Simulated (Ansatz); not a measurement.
# BN (F-43m): zone-centre modes under pressure, part 2 of 2

Wanted: Grüneisen parameters and pressure coefficients of the modes of BN (F-43m).

Ansatz 0.2.0; DFT LDA, scalar-relativistic, plane waves, PAW; PAW set soft_1.

So far, highest optical mode at the zone centre (no LO-TO term) (cm⁻¹): step 5 (modes at rest) 1067.

## 7. Zone-centre modes of the member: 1.06 times the volume at rest

The zone-centre modes follow for 1.06 times the volume at rest, with the response to a field.

Contents of input.yaml:

```yaml
crystal:
  lattice:
    - [0.0, 1.8250308013, 1.8250308013]
    - [1.8250308013, 0.0, 1.8250308013]
    - [1.8250308013, 1.8250308013, 0.0]
  atoms:
    - { symbol: B, position: [0.0, 0.0, 0.0] }
    - { symbol: "N", position: [0.25, 0.25, 0.25] }
kpoints:
  mp_grid: { grid: [12, 12, 12] }
hamiltonian:
  xc: lda
  pseudopotentials: { kind: paw, azcp: { folder: soft_1 }, xc_functional: pbe }
scf:
  occupations: { method: fixed }
output:
  eigenvalues: true
phonons:
  method: dfpt
  dielectric: true
  rigid_motions: translations
```

Started as:

```
> ansatz run input.yaml --threads 4 --pin off --max-ram 10240MiB --backend cpu --events-out ev --progress --plain --runs-dir out
```

Numbers of over 12 decimals in the logs are rounded to 6 here.

Output:

```text
[...]
Crystal: 2 atoms, lattice volume = 12.157 Å³
Basis set: ecut = 420 eV, 259 PW (Γ), exchange–correlation on 36×36×36 points (8 copies of the dense FFT grid, shifted against one another)
Bands: 8, of which v1, the nominal top of the filled ones, is band 4 counted from 1 (3 counted from 0)
Symmetry: 24 space group operations
k-points: 280 of 1728 (irreducible under 4 space group operations, time reversal used)
[...]
SCF iter   1: F=—  HF=-527.107452 eV  |F-HF|=—  |Δ(HF+E_count)|=         —  Δρ=1.37e-1  dr2=1.86e0  ethr=3.10e-3  ⟨swp⟩=3.9  Hψ=12638  notcnv=0  defer=480
[...]
SCF iter   8: F=-526.423952 eV  HF=-526.423952 eV  |F-HF|=0.00e0  |Δ(HF+E_count)|=  1.08e-11  Δρ=6.42e-8  dr2=2.58e-13  ethr=1.00e-12  ⟨swp⟩=3.8  Hψ=8792  notcnv=0
SCF 1 converged in 8 iterations: F = -526.423952 eV  dr2 = 2.58e-13
[...]
SCF converged after 8 iterations
Free energy (F): -526.423952 eV
[...]
Internal energy: -526.423952 eV  (E = F + TS)
E sigma→0 (E₀):  -526.423952 eV
Fermi energy:    10.453453 eV
[...]
--- Band table (eV; the first three rows and the last of 280) ---
[...]
ASR residual: 4.867e-6 → 0.000e0 eV/Å²; symmetrization residual: 2.016e-7 eV/Å²
  ASR residual per site (eV/Å²): 1.81e-6 4.87e-6
  Γ frequencies (cm⁻¹): 0.00 0.00 0.00 991.66 991.66 991.66
  ε∞ (high-frequency dielectric tensor):
        4.623219     0.000000     0.000000
       -0.000000     4.623219     0.000000
        0.000000     0.000000     4.623219
  ε⁰ (static dielectric tensor: ions relaxed, cell fixed):
        7.071481     0.000000     0.000000
       -0.000000     7.071481     0.000000
        0.000000     0.000000     7.071481
  ε⁰ − ε∞ (ionic part):
        2.448262     0.000000     0.000000
        0.000000     2.448262     0.000000
        0.000000     0.000000     2.448262
[...]
Born effective charges Z* (e; rows j = field, columns β = displacement):
    site 0:
         1.90507   -0.00000    0.00000
         0.00000    1.90507   -0.00000
        -0.00000   -0.00000    1.90507
    site 1:
        -1.90507    0.00000   -0.00000
        -0.00000   -1.90507    0.00000
         0.00000    0.00000   -1.90507
  Z* charge neutrality: 4.481e-7 e pre-enforcement
[...]
optical modes at Γ without the LO–TO term, one row a degenerate level:
      ω (cm⁻¹)  modes    IR ((D/Å)²/amu)
        991.66      3            41.1703
  optical modes at Γ + LO–TO along q̂ = [1.0000, 0.0000, 0.0000]:
      ω (cm⁻¹)  modes    IR ((D/Å)²/amu)
        991.66      2            27.4469
       1226.44      1            13.7234
  optical modes at Γ + LO–TO along q̂ = [0.0000, 1.0000, 0.0000]:
      ω (cm⁻¹)  modes    IR ((D/Å)²/amu)
        991.66      2            27.4469
       1226.44      1            13.7234
  optical modes at Γ + LO–TO along q̂ = [0.0000, 0.0000, 1.0000]:
      ω (cm⁻¹)  modes    IR ((D/Å)²/amu)
        991.66      2            27.4469
       1226.44      1            13.7234
```

It took 3.1 s on 4 threads of Arm Neoverse V2, shared host; peak memory 0.35 GiB.

This step gave:

- sum-rule residual before enforcement: 4.87e-6 eV/Å²
- miss of the charge sum rule: 4.48e-7 e
- highest optical mode at the zone centre (no LO-TO term): 991.7 cm⁻¹
- lowest optical zone-centre mode: 991.7 cm⁻¹
- mean high-frequency dielectric constant: 4.623
- largest Born charge (third of the trace): 1.905 e
- mean static dielectric constant: 7.072
- top of the zone-centre spectrum with the field: 1226 cm⁻¹

Without the LO-TO term. Patterns of degenerate modes are one choice out of their space. Modes at Γ, with each element's share of the kinetic energy:

| mode | frequency (cm⁻¹) | symmetry | B % | N % |
| --- | --- | --- | --- | --- |
| 1 | 0.0 | acoustic | 44 | 56 |
| 2 | 0.0 | acoustic | 44 | 56 |
| 3 | 0.0 | acoustic | 44 | 56 |
| 4 | 991.7 | T2 | 56 | 44 |
| 5 | 991.7 | T2 | 56 | 44 |
| 6 | 991.7 | T2 | 56 | 44 |

Transverse modes. Infrared lines, with heights relative to the strongest:

| position (cm⁻¹) | label | relative intensity |
| --- | --- | --- |
| 992 | T2 | 100 |

The optical mode without the LO-TO term lies at 991.7 cm⁻¹.

Between step 5 and this run (volume ratio 1.06) the value for the highest optical mode at the zone centre (no LO-TO term) moves from 1067 cm⁻¹ to 992 cm⁻¹ (-7 %).

## 8. Ground state of a member: 0.9 times the volume at rest

The cell is set to 0.9 times the volume at rest; symmetry leaves nothing else free, so this is a single point.

input.yaml, the sections that differ from step 7:

```yaml
crystal:
  lattice:
    - [0.0, 1.7281538898, 1.7281538898]
    - [1.7281538898, 0.0, 1.7281538898]
    - [1.7281538898, 1.7281538898, 0.0]
  atoms:
    - { symbol: B, position: [0.0, 0.0, 0.0] }
    - { symbol: "N", position: [0.25, 0.25, 0.25] }
output:
  forces: true
  stress: true
  eigenvalues: true
# kpoints, hamiltonian, scf: as in step 7
# phonons: removed
```

Output:

```text
[...]
Crystal: 2 atoms, lattice volume = 10.322 Å³
Basis set: ecut = 420 eV, 181 PW (Γ)
Bands: 8, of which v1, the nominal top of the filled ones, is band 4 counted from 1 (3 counted from 0)
Symmetry: 24 space group operations
[...]
k-points: 72 of 1728 (time reversal used)
[...]
Free energy (F): -526.302212 eV
[...]
Internal energy: -526.302212 eV  (E = F + TS)
E sigma→0 (E₀):  -526.302212 eV
Fermi energy:    13.198678 eV
[...]
--- Stress (GPa, compression-positive) ---
       51.203278       0.000000      -0.000000
        0.000000      51.203278       0.000000
       -0.000000       0.000000      51.203278
  P = ⅓ Tr σ = 51.2033 GPa (512.033 kbar)
--- Band table (eV; the first three rows and the last of 72) ---
[...]
[key lines of the parts left out:]
SCF converged after 7 iterations
```

The job ended after 0.34 s (4 threads; peak memory 0.23 GiB; 0.93 s of CPU time).

This step gave:

* pressure: 51.20 GPa
* gap on the k-mesh: 4.509 eV
* volume per atom: 5.161 Å³

The forces vanish by symmetry, at a pressure of 51.20 GPa.

## 9. Modes of this member: 0.9 times the volume at rest

The zone-centre modes follow for 0.9 times the volume at rest, with the response to a field.

Edit input.yaml of step 8 so:

```diff
@@ -16,4 +16,6 @@
 output:
-  forces: true
-  stress: true
   eigenvalues: true
+phonons:
+  method: dfpt
+  dielectric: true
+  rigid_motions: translations
```

Output:

```text
[...]
Crystal: 2 atoms, lattice volume = 10.322 Å³
Basis set: ecut = 420 eV, 181 PW (Γ), exchange–correlation on 36×36×36 points (8 copies of the dense FFT grid, shifted against one another)
Bands: 8, of which v1, the nominal top of the filled ones, is band 4 counted from 1 (3 counted from 0)
Symmetry: 24 space group operations
k-points: 280 of 1728 (irreducible under 4 space group operations, time reversal used)
[...]
optical modes at Γ + LO–TO along q̂ = [1.0000, 0.0000, 0.0000]:
      ω (cm⁻¹)  modes    IR ((D/Å)²/amu)
[...]
optical modes at Γ + LO–TO along q̂ = [0.0000, 1.0000, 0.0000]:
      ω (cm⁻¹)  modes    IR ((D/Å)²/amu)
       1212.60      2            25.2260
       1432.27      1            12.6130
  optical modes at Γ + LO–TO along q̂ = [0.0000, 0.0000, 1.0000]:
      ω (cm⁻¹)  modes    IR ((D/Å)²/amu)
       1212.60      2            25.2260
       1432.27      1            12.6130
[key lines of the parts left out:]
SCF converged after 8 iterations
Free energy (F): -526.302212 eV
Fermi energy:    13.198679 eV
```

Wall time 3.4 s (4 threads); peak memory 0.33 GiB; 11 s of CPU time.

Numbers from this step:

```yaml
sum_rule_residual_before_enforcement: 1.19e-4 eV/Å²
miss_of_the_charge_sum_rule: 3.23e-6 e
highest_optical_mode_at_the_zone_centre_no_lo_to_term: 1213 cm⁻¹
lowest_optical_zone_centre_mode: 1213 cm⁻¹
mean_high_frequency_dielectric_constant: 4.486
largest_born_charge_third_of_the_trace: 1.826 e
mean_static_dielectric_constant: 6.258
top_of_the_zone_centre_spectrum_with_the_field: 1432 cm⁻¹
```

Without the LO-TO term. Patterns of degenerate modes are one choice out of their space. The modes at Γ (shares of kinetic energy by element, %):

| mode | frequency (cm⁻¹) | symmetry | B % | N % |
| --- | --- | --- | --- | --- |
| 1 | 0.0 | acoustic | 44 | 56 |
| 2 | 0.0 | acoustic | 44 | 56 |
| 3 | 0.0 | acoustic | 44 | 56 |
| 4 | 1212.6 | T2 | 56 | 44 |
| 5 | 1212.6 | T2 | 56 | 44 |
| 6 | 1212.6 | T2 | 56 | 44 |

Transverse modes. Infrared lines, with heights relative to the strongest:

| position (cm⁻¹) | label | relative intensity |
| --- | --- | --- |
| 1213 | T2 | 100 |

The optical mode without the LO-TO term lies at 1212.6 cm⁻¹.

Between step 5 and this run (volume ratio 0.9) the value for the highest optical mode at the zone centre (no LO-TO term) moves from 1067 cm⁻¹ to 1213 cm⁻¹ (+14 %).

## 10. The series together

The members are set side by side, also those not shown above.

Each row is one cell with its response, relaxed at fixed volume as far as symmetry leaves anything free; energies are extrapolated to zero smearing, and E0 is that at rest; shape and atoms are relaxed in each cell where symmetry leaves them free. State of the crystal along the series:

| volume ratio | V (Å³/atom) | pressure (GPa) | E - E0 (meV/atom) | gap on mesh (eV) | ε∞ | ε0 | largest Born charge in size, a third of the trace (e) | top mode with the field, highest of q along x, y and z (cm⁻¹) |
| --- | --- | --- | --- | --- | --- | --- | --- | --- |
| 0.9 | 5.161 | 51.2 | 84.48 | 4.509 | 4.486 | 6.258 | 1.826 | 1432 |
| 0.92 | 5.276 | 38.94 | 52.27 | 4.484 | 4.5 | 6.35 | 1.837 | 1403 |
| 0.94 | 5.391 | 27.79 | 28.43 | 4.46 | 4.516 | 6.444 | 1.847 | 1375 |
| 0.96 | 5.505 | 17.64 | 12.22 | 4.435 | 4.532 | 6.541 | 1.858 | 1348 |
| 0.98 | 5.62 | 8.406 | 2.936 | 4.413 | 4.549 | 6.641 | 1.868 | 1322 |
| 0.99 | 5.677 | 4.102 | 0.7204 | 4.401 | 4.557 | 6.692 | 1.873 | 1309 |
| 1 | 5.735 | -0.007875 | 0 | 4.389 | 4.566 | 6.744 | 1.877 | 1296 |
| 1.02 | 5.849 | -7.674 | 2.757 | 4.367 | 4.584 | 6.85 | 1.887 | 1272 |
| 1.04 | 5.964 | -14.67 | 10.85 | 4.344 | 4.603 | 6.959 | 1.896 | 1249 |
| 1.06 | 6.079 | -21.03 | 23.61 | 4.32 | 4.623 | 7.072 | 1.905 | 1226 |

Without the LO-TO term; each mode is tracked from rest by its pattern, and modes that stay within 0.3 cm⁻¹ of each other stand once; shape and atoms are relaxed in each cell where symmetry leaves them free. Optical modes along the series:

| V (Å³/atom) | mode 4 T2 (cm⁻¹) |
| --- | --- |
| 5.161 | 1213 |
| 5.276 | 1181 |
| 5.391 | 1151 |
| 5.505 | 1122 |
| 5.62 | 1094 |
| 5.677 | 1080 |
| 5.735 | 1067 |
| 5.849 | 1041 |
| 5.964 | 1016 |
| 6.079 | 991.7 |

From cubic fits (parabolas where under five rows exist) of ln ω and P against ln V through the rows within about 4 % of rest: γ = −d ln ω / d ln V and dω/dP = γ ω / B. Slopes at rest:

| mode | fitted frequency at rest (cm⁻¹) | Grüneisen parameter γ | dω/dP (cm⁻¹/GPa) |
| --- | --- | --- | --- |
| mode 4 T2 | 1067 | 1.24 | 3.29 |
| longitudinal mode | 1296 | 0.95 | 3.07 |

## 11. Summary of results

| Quantity | Value |
| --- | --- |
| members | 10 |
| highest optical mode at the zone centre (no LO-TO term), at rest | 1067 cm⁻¹ |
| bulk modulus at rest | 401 GPa |
| mode 4 T2, γ | 1.24 |
| longitudinal mode, γ | 0.95 |

What this shows: The series spans -21.0 to 51.2 GPa, and the slope at rest gives a bulk modulus of 401 GPa. The transverse optical mode has γ = 1.24 and moves by 3.3 cm⁻¹ for each GPa, the longitudinal one has γ = 0.95 and moves by 3.1. ε∞ is 4.57 at rest, with d ln ε∞ / d ln V = 0.20. One k mesh and one cutoff serve the ground states and modes of all volumes; the field response picks its own mesh. These are harmonic frequencies at zero temperature: anharmonic shifts, linewidths and thermal expansion are left out. The PAW files were made for PBE; the program adapts parts of them to the functional of the run, but their partial waves stay those of PBE, an approximation that was not tested in this session. Only the zone centre was solved, so an instability at another wavevector cannot show here.

[Logs are printed without paths, hosts, clocks, repeated set-up lines and the standing remarks that a program may print on its own settings, such as how far it seeks lower states.]

[Hosts, paths, dates, database ids (printed as entryN), source tags and the programs' standing remarks are cut or masked in the printed files.]
